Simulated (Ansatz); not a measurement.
## The perfect Ge wire along [110], 8 atoms a period, H-terminated

Aim: is the Ge wire along [110], 8 atoms a period, H-terminated a metal or a semiconductor?

Program: Ansatz 0.2.0. Level of theory: DFT PBE, plane waves, PAW; relaxation of a wire's period; PAW set soft_1, in the first sound run; inputs show where later runs differ. Results are calculated unless marked as measured.

This is a report of a sequence of runs, with most program output left out.

### 1. The structure

The cell holds 16 atoms: 8 H and 8 Ge. Its edges and angles: a = 15.801 Å, b = 13.420 Å, c = 4.073 Å, α = 90.0°, β = 90.0°, γ = 90.0°. Vacuum lies along a and b. The structure's axis is c.

### 2. Relaxation of atoms and period

Band widths follow the bond lengths, so the wire is relaxed first. The atoms and the third cell vector are free; the box across stays fixed as vacuum. A Fermi-Dirac smearing is set since the result may be a metal. The pressure printed is a third of the stress's trace over the whole box, vacuum included; only the stress along the axis is relaxed.

Contents of input.yaml:

```yaml
crystal:
  lattice:
    - [15.801, 0.0, 0.0]
    - [0.0, 13.42, 0.0]
    - [0.0, 0.0, 4.0729350596]
  atoms:
    - { symbol: H, position: [0.3974432, 0.746676929, 0.0] }
    - { symbol: H, position: [0.3974432, 0.253353204, 0.0] }
    - { symbol: Ge, position: [0.454443796, 0.348266369, 0.0] }
    - { symbol: H, position: [0.215176255, 0.594928231, 0.5] }
    - { symbol: H, position: [0.215176255, 0.405101902, 0.5] }
    - { symbol: Ge, position: [0.272176851, 0.500015067, 0.5] }
    - { symbol: Ge, position: [0.545577269, 0.651763765, 0.5] }
    - { symbol: Ge, position: [0.545577269, 0.348266369, 0.5] }
    - { symbol: H, position: [0.602577865, 0.746676929, 0.5] }
    - { symbol: H, position: [0.602577865, 0.253353204, 0.5] }
    - { symbol: Ge, position: [0.636710741, 0.500015067, 0.5] }
    - { symbol: Ge, position: [0.363310323, 0.500015067, 0.0] }
    - { symbol: Ge, position: [0.454443796, 0.651763765, 0.0] }
    - { symbol: Ge, position: [0.727844214, 0.500015067, 0.0] }
    - { symbol: H, position: [0.78484481, 0.594928231, 0.0] }
    - { symbol: H, position: [0.78484481, 0.405101902, 0.0] }
kpoints:
  mp_grid: { grid: [1, 1, 20] }
scf:
  occupations: { method: fermi_dirac, width: 0.05 }
hamiltonian:
  xc: pbe
  pseudopotentials: { kind: paw, azcp: { folder: soft_1 } }
relax:
  cell: { fix: [a, b, alpha, beta, gamma] }
  max_steps: 45
  f_tol: 0.03
```

Run with:

```bash
> ansatz run input.yaml --threads 4 --pin off --max-ram 16384MiB --backend cpu --events-out ev --progress --plain --runs-dir out
```

Run time: 65 s. Hardware: 4 threads of Arm Neoverse V1, shared host; peak memory 1.9 GiB.

Step by step:

| step | energy less that of the first step (eV) | largest force component (eV/Å) | pressure (GPa) | volume (Å³) |
| --- | --- | --- | --- | --- |
| 1 | 0.0000 | 0.2562 | -0.52 | 863.66 |
| 2 | -0.0445 | 0.2232 | 0.05 | 868.77 |
| 3 | -0.0683 | 0.0263 | -0.05 | 863.09 |
| 4 | -0.0694 | 0.0034 | 0.00 | 860.81 |
| 5* | -0.0690 | 0.0034 | 0.00 | 860.81 |

Relaxation steps marked * repeat the geometry before them on a plane-wave basis chosen anew for their cell, so energy and pressure can jump there.

The run keeps the 8 symmetry operations that it works with, so distortions that break them were not tested.

| cell as run | before | after | change |
| --- | --- | --- | --- |
| c (Å) | 4.073 | 4.059 | -0.3 % |

The atoms that moved most (Å, along periodic axes as changes of fractional coordinates times the final cell, across vacuum about the mean position):

| atom | dx | dy | dz | length |
| --- | --- | --- | --- | --- |
| H10 | -0.027 | 0.054 | 0.000 | 0.060 |
| H2 | 0.027 | 0.054 | 0.000 | 0.060 |
| H9 | -0.027 | -0.054 | 0.000 | 0.060 |
| H1 | 0.027 | -0.054 | 0.000 | 0.060 |
| Ge14 | -0.059 | 0.000 | 0.000 | 0.059 |
| Ge6 | 0.059 | 0.000 | 0.000 | 0.059 |
| Ge7 | -0.023 | -0.051 | 0.000 | 0.056 |
| Ge13 | 0.023 | -0.051 | 0.000 | 0.056 |

The relaxed structure:

```cif
data_structure
_symmetry_space_group_name_H-M 'P 1'
_symmetry_Int_Tables_number 1
_cell_length_a 15.8010
_cell_length_b 13.4200
_cell_length_c 4.0595
_cell_angle_alpha 90.000
_cell_angle_beta 90.000
_cell_angle_gamma 90.000
_cell_volume 860.81
loop_
_atom_site_label
_atom_site_type_symbol
_atom_site_fract_x
_atom_site_fract_y
_atom_site_fract_z
_atom_site_occupancy
H1 H 0.39913 0.74263 0.00000 1
H2 H 0.39913 0.25740 0.00000 1
Ge3 Ge 0.45588 0.35209 0.00000 1
H4 H 0.21786 0.59301 0.50000 1
H5 H 0.21786 0.40702 0.50000 1
Ge6 Ge 0.27590 0.50002 0.50000 1
Ge7 Ge 0.54415 0.64794 0.50000 1
Ge8 Ge 0.54415 0.35209 0.50000 1
H9 H 0.60089 0.74263 0.50000 1
H10 H 0.60089 0.25740 0.50000 1
Ge11 Ge 0.63608 0.50002 0.50000 1
Ge12 Ge 0.36395 0.50002 0.00000 1
Ge13 Ge 0.45588 0.64794 0.00000 1
Ge14 Ge 0.72412 0.50002 0.00000 1
H15 H 0.78216 0.59301 0.00000 1
H16 H 0.78216 0.40702 0.00000 1
```

Numbers from this step:

* cell length along the wire: 4.059 Å

The cell's length comes to 4.059 Å with spin left out.

### 3. The perfect wire

This step: DFT PBE, plane waves, PAW; bands of a perfect wire; PAW set soft_1 (Ansatz 0.2.0).

At the relaxed period the bands are computed along the axis; those that cross an energy going forward count the channels that a perfect wire would open there.

Contents of input.yaml:

```yaml
crystal:
  lattice:
    - [15.801, 0.0, 0.0]
    - [0.0, 13.42, 0.0]
    - [0.0, 0.0, 4.0594920268]
  atoms:
    - { symbol: H, position: [0.399129916, 0.742630016, 0.0] }
    - { symbol: H, position: [0.399129916, 0.257400117, 0.0] }
    - { symbol: Ge, position: [0.455875976, 0.352093352, 0.0] }
    - { symbol: H, position: [0.21786397, 0.593013017, 0.5] }
    - { symbol: H, position: [0.21786397, 0.407017116, 0.5] }
    - { symbol: Ge, position: [0.275901651, 0.500015067, 0.5] }
    - { symbol: Ge, position: [0.544145089, 0.647936781, 0.5] }
    - { symbol: Ge, position: [0.544145089, 0.352093352, 0.5] }
    - { symbol: H, position: [0.600891148, 0.742630016, 0.5] }
    - { symbol: H, position: [0.600891148, 0.257400117, 0.5] }
    - { symbol: Ge, position: [0.63607502, 0.500015067, 0.5] }
    - { symbol: Ge, position: [0.363946045, 0.500015067, 0.0] }
    - { symbol: Ge, position: [0.455875976, 0.647936781, 0.0] }
    - { symbol: Ge, position: [0.724119414, 0.500015067, 0.0] }
    - { symbol: H, position: [0.782157095, 0.593013017, 0.0] }
    - { symbol: H, position: [0.782157095, 0.407017116, 0.0] }
kpoints:
  mp_grid: { grid: [1, 1, 20] }
  band_path: { path: ["Γ", Z], npoints: 90 }
scf:
  occupations: { method: fermi_dirac, width: 0.05 }
hamiltonian:
  xc: pbe
  pseudopotentials: { kind: paw, azcp: { folder: soft_1 } }
output:
  dos: { e_range: [-5, 4] }
  write_potential: true
  write_density: true
  volumetric_format: npy
```

The job ended after 71 s (4 threads; peak memory 3.3 GiB; 4.7 min of CPU time).

This step gave:

```
band gap : 1.998 eV
```

The electronic bands at the labelled points (eV, zero at the Fermi level; v1 is the highest filled band, c1 the lowest empty one):

| point | v4 | v3 | v2 | v1 | c1 | c2 | c3 | c4 |
| --- | --- | --- | --- | --- | --- | --- | --- | --- |
| Γ | -2.03 | -1.79 | -1.64 | -0.97 | 1.02 | 1.03 | 1.06 | 1.10 |
| halfway | -2.55 | -2.49 | -2.41 | -2.16 | 1.99 | 2.25 | 2.31 | 2.34 |
| Z | -2.77 | -2.77 | -2.73 | -2.73 | 1.89 | 1.89 | 2.14 | 2.14 |

The gap is 2.00 eV, with spin left out.

The path shows a direct gap of 2.00 eV (valence top at Γ, conduction bottom at Γ).

### 4. Levels at the same atoms, cutoff 500 eV, k-mesh 1×1×15

This step: DFT r2SCAN, plane waves, PAW; bands of a perfect wire at the PBE geometry; PAW set soft_1 (Ansatz 0.2.0).

The atoms stay at the PBE geometry and the functional changes. r2SCAN also reads the kinetic-energy density; it often gives larger moments and wider gaps than PBE, at a higher cost. Against the first PBE run of this kind, the cutoff is 500 eV against 420 and the mesh along the wire has 15 points against 20.

Changes to input.yaml since step 3:

```diff
@@ -23,3 +23,3 @@
 kpoints:
-  mp_grid: { grid: [1, 1, 20] }
+  mp_grid: { grid: [1, 1, 15] }
   band_path: { path: ["Γ", Z], npoints: 90 }
@@ -28,8 +28,3 @@
 hamiltonian:
-  xc: pbe
+  xc: r2scan
   pseudopotentials: { kind: paw, azcp: { folder: soft_1 } }
-output:
-  dos: { e_range: [-5, 4] }
-  write_potential: true
-  write_density: true
-  volumetric_format: npy
```

Elapsed: 2 min, on 4 threads; peak memory 5.1 GiB; 7.8 min of CPU time.

This step gave:

* band gap: 2.296 eV

The gap is 2.30 eV, against 2.00 eV under PBE at the relaxed period.

### 5. Levels at the same atoms, level HSE06, cutoff 420 eV

This step: DFT HSE06, plane waves, PAW; levels of a perfect wire at the PBE geometry; PAW set soft_1 (Ansatz 0.2.0).

The atoms stay at the PBE geometry and the functional changes. HSE06 mixes in a quarter of short-range exact exchange, which removes part of the self-interaction that closes gaps; it is dear, so the mesh is thinner and no path is run. Against the first PBE run of this kind, the mesh along the wire has 8 points against 20.

Changes to input.yaml since step 4:

```diff
@@ -23,4 +23,3 @@
 kpoints:
-  mp_grid: { grid: [1, 1, 15] }
-  band_path: { path: ["Γ", Z], npoints: 90 }
+  mp_grid: { grid: [1, 1, 8] }
 scf:
@@ -28,3 +27,3 @@
 hamiltonian:
-  xc: r2scan
+  xc: hse06
   pseudopotentials: { kind: paw, azcp: { folder: soft_1 } }
```

Wall time 3.4 min (4 threads); peak memory 13 GiB.

This step gave:

| Quantity | Value |
| --- | --- |
| band gap | 2.659 eV |

The gap is 2.66 eV, against 2.00 eV under PBE at the relaxed period.

### 6. With spin-orbit coupling, k-mesh 1×1×13

This step: DFT PBE, plane waves, fully relativistic PAW; bands of a perfect wire with spin-orbit coupling; PAW set soft_1 (Ansatz 0.2.0).

Spin-orbit coupling mixes the spins and splits bands that cross or touch without it, so it can open or close channels. Fully relativistic datasets take the place of the scalar ones. Against the first PBE run of this kind, the mesh along the wire has 13 points against 20.

Changes to input.yaml since step 5:

```diff
@@ -23,3 +23,4 @@
 kpoints:
-  mp_grid: { grid: [1, 1, 8] }
+  mp_grid: { grid: [1, 1, 13] }
+  band_path: { path: ["Γ", Z], npoints: 90 }
 scf:
@@ -27,3 +28,6 @@
 hamiltonian:
-  xc: hse06
-  pseudopotentials: { kind: paw, azcp: { folder: soft_1 } }
+  xc: pbe
+  pseudopotentials: { kind: paw_fr, azcp: { folder: soft_1 } }
+magnetization:
+  noncollinear: true
+  spin_orbit: true
```

Run time: 20 min. Hardware: 4 threads; peak memory 13 GiB; 82 min of CPU time.

Numbers from this step:

* band gap: 1.993 eV

The gap is 1.99 eV, against 2.00 eV under PBE at the relaxed period, with no moment.

### 7. All levels side by side

Times are for 4 threads of Arm Neoverse V1, shared host. The series side by side:

| no. | run | band gap (eV) | time | memory (GiB) |
| --- | --- | --- | --- | --- |
| 1 | lead | 1.998 | 71 s | 3.3 |
| 2 | levels | 2.296 | 2 min | 5.1 |
| 3 | levels | 2.659 | 3.4 min | 13 |
| 4 | SOC | 1.993 | 20 min | 13 |

### 8. Strain along the wire, period over the relaxed period 1.1

This step: DFT PBE, plane waves, PAW; relaxation at a fixed period; PAW set soft_1 (Ansatz 0.2.0).

The period is set to 1.1 times the relaxed one and the atoms relax within it: strain changes bond lengths and angles, which shifts the bands against each other. Against the first PBE run of this kind, the mesh along the wire has 14 points against 20.

The cell differs from the one that the last finished run ended in (c 4.059 → 4.465 Å).

Changes to input.yaml since step 6:

```diff
@@ -4,3 +4,3 @@
     - [0.0, 13.42, 0.0]
-    - [0.0, 0.0, 4.0594920268]
+    - [0.0, 0.0, 4.4654412295]
   atoms:
@@ -23,3 +23,3 @@
 kpoints:
-  mp_grid: { grid: [1, 1, 13] }
+  mp_grid: { grid: [1, 1, 14] }
   band_path: { path: ["Γ", Z], npoints: 90 }
@@ -29,5 +29,7 @@
   xc: pbe
-  pseudopotentials: { kind: paw_fr, azcp: { folder: soft_1 } }
-magnetization:
-  noncollinear: true
-  spin_orbit: true
+  pseudopotentials: { kind: paw, azcp: { folder: soft_1 } }
+relax:
+  max_steps: 40
+  f_tol: 0.02
+output:
+  stress: true
```

It took 92 s on 4 threads; peak memory 3.7 GiB; 6 min of CPU time.

The steps of the relaxation:

| step | energy less that of the first step (eV) | largest force component (eV/Å) |
| --- | --- | --- |
| 1 | 0.0000 | 0.6478 |
| 2 | -0.0732 | 0.4867 |
| 3 | -0.1293 | 0.0353 |
| 4 | -0.1317 | 0.0144 |

Forces are held to the 8 operations that the run works with; a distortion that breaks them can't arise in this run.

The atoms that moved most (Å):

| atom | dx | dy | dz | length |
| --- | --- | --- | --- | --- |
| Ge14 | -0.139 | 0.000 | 0.000 | 0.139 |
| Ge6 | 0.139 | 0.000 | 0.000 | 0.139 |
| H16 | -0.124 | 0.006 | 0.000 | 0.124 |
| H15 | -0.124 | -0.006 | 0.000 | 0.124 |
| H5 | 0.124 | 0.006 | 0.000 | 0.124 |
| H4 | 0.124 | -0.006 | 0.000 | 0.124 |
| Ge8 | -0.054 | 0.010 | 0.000 | 0.054 |
| Ge7 | -0.054 | -0.010 | 0.000 | 0.054 |

Final coordinates:

```xyz
16
Lattice="15.8010 0.0000 0.0000 0.0000 13.4200 0.0000 0.0000 0.0000 4.4654" Properties=species:S:1:pos:R:3
H     6.3584    9.9597    0.0000
H     6.3584    3.4607    0.0000
Ge    7.2568    4.7347    0.0000
H     3.5667    7.9527    2.2327
H     3.5667    5.4677    2.2327
Ge    4.4981    6.7102    2.2327
Ge    8.5445    8.6857    2.2327
Ge    8.5445    4.7347    2.2327
H     9.4430    9.9597    2.2327
H     9.4430    3.4607    2.2327
Ge   10.0231    6.7102    2.2327
Ge    5.7783    6.7102    0.0000
Ge    7.2568    8.6857    0.0000
Ge   11.3032    6.7102    0.0000
H    12.2346    7.9527    0.0000
H    12.2346    5.4677    0.0000
```

Numbers from this step:

```
band gap : 1.432 eV
```

The electronic bands at the labelled points (eV, zero at the Fermi level; v1 is the highest filled band, c1 the lowest empty one):

| point | v4 | v3 | v2 | v1 | c1 | c2 | c3 | c4 |
| --- | --- | --- | --- | --- | --- | --- | --- | --- |
| Γ | -1.41 | -1.37 | -1.06 | -0.70 | 0.73 | 0.75 | 0.89 | 0.94 |
| halfway | -1.69 | -1.63 | -1.44 | -1.14 | 2.65 | 2.81 | 2.86 | 2.94 |
| Z | -1.91 | -1.91 | -1.67 | -1.67 | 2.77 | 2.77 | 2.99 | 2.99 |

The gap is 1.43 eV, against 2.00 eV under PBE at the relaxed period.

### 9. Strain along the wire, period over the relaxed period 1.06

The period is set to 1.06 times the relaxed one and the atoms relax within it: strain changes bond lengths and angles, which shifts the bands against each other. Against the first PBE run of this kind, the mesh along the wire has 14 points against 20.

The cell differs from the one that the last finished run ended in (c 4.465 → 4.303 Å).

Changes to input.yaml since step 8:

```diff
@@ -4,3 +4,3 @@
     - [0.0, 13.42, 0.0]
-    - [0.0, 0.0, 4.4654412295]
+    - [0.0, 0.0, 4.3030615484]
   atoms:
```

Wall time 85 s (4 threads); peak memory 3.5 GiB.

Step by step:

| step | energy less that of the first step (eV) | largest force component (eV/Å) |
| --- | --- | --- |
| 1 | 0.0000 | 0.4492 |
| 2 | -0.0301 | 0.2521 |
| 3 | -0.0575 | 0.0181 |
| 4 | -0.0575 | 0.0182 |

The run keeps the 8 symmetry operations that it works with, so distortions that break them were not tested.

The atoms that moved most (Å):

| atom | dx | dy | dz | length |
| --- | --- | --- | --- | --- |
| Ge14 | -0.089 | 0.000 | 0.000 | 0.089 |
| Ge6 | 0.089 | 0.000 | 0.000 | 0.089 |
| H16 | -0.078 | 0.005 | 0.000 | 0.078 |
| H15 | -0.078 | -0.005 | 0.000 | 0.078 |
| H5 | 0.078 | 0.005 | 0.000 | 0.078 |
| H4 | 0.078 | -0.005 | 0.000 | 0.078 |
| Ge8 | -0.036 | 0.009 | 0.000 | 0.037 |
| Ge7 | -0.036 | -0.009 | 0.000 | 0.037 |

The relaxed structure:

```xyz
16
Lattice="15.8010 0.0000 0.0000 0.0000 13.4200 0.0000 0.0000 0.0000 4.3031" Properties=species:S:1:pos:R:3
H     6.3380    9.9568    0.0000
H     6.3380    3.4636    0.0000
Ge    7.2390    4.7338    0.0000
H     3.5207    7.9533    2.1515
H     3.5207    5.4671    2.1515
Ge    4.4481    6.7102    2.1515
Ge    8.5624    8.6866    2.1515
Ge    8.5624    4.7338    2.1515
H     9.4633    9.9568    2.1515
H     9.4633    3.4636    2.1515
Ge   10.0342    6.7102    2.1515
Ge    5.7671    6.7102    0.0000
Ge    7.2390    8.6866    0.0000
Ge   11.3533    6.7102    0.0000
H    12.2806    7.9533    0.0000
H    12.2806    5.4671    0.0000
```

This step gave:

- band gap: 1.680 eV

The gap is 1.68 eV, against 2.00 eV under PBE at the relaxed period.

### 10. Results

```json
{"cell length, PBE": "4.059 Å", "gap, PBE": "2.00 eV", "gap, r2SCAN": "2.30 eV", "gap, HSE06": "2.66 eV", "gap, with spin-orbit coupling": "1.99 eV", "gap, period scaled by 1.1": "1.43 eV", "gap, period scaled by 1.06": "1.68 eV"}
```

In words: Under PBE the cell's length is 4.06 Å, and a gap of 2.00 eV makes it a semiconductor. At the relaxed period the wire is gapped under every functional, from 2.00 eV (PBE) to 2.66 eV (HSE06). Weak screening in one dimension makes quasiparticle gaps larger than the semilocal gaps, as a rule. Strain matters: under PBE the gap goes from 2.00 eV to 1.68 eV at 1.06 times the period and 1.43 eV at 1.1 times the period. A hybrid's gap is read on a coarse mesh, without a band path.

[Logs are printed without paths, hosts, clocks, repeated set-up lines and the standing remarks that a program may print on its own settings, such as how far it seeks lower states.]

[Hosts, paths, dates, database ids (printed as entryN), source tags and the programs' standing remarks are cut or masked in the printed files.]
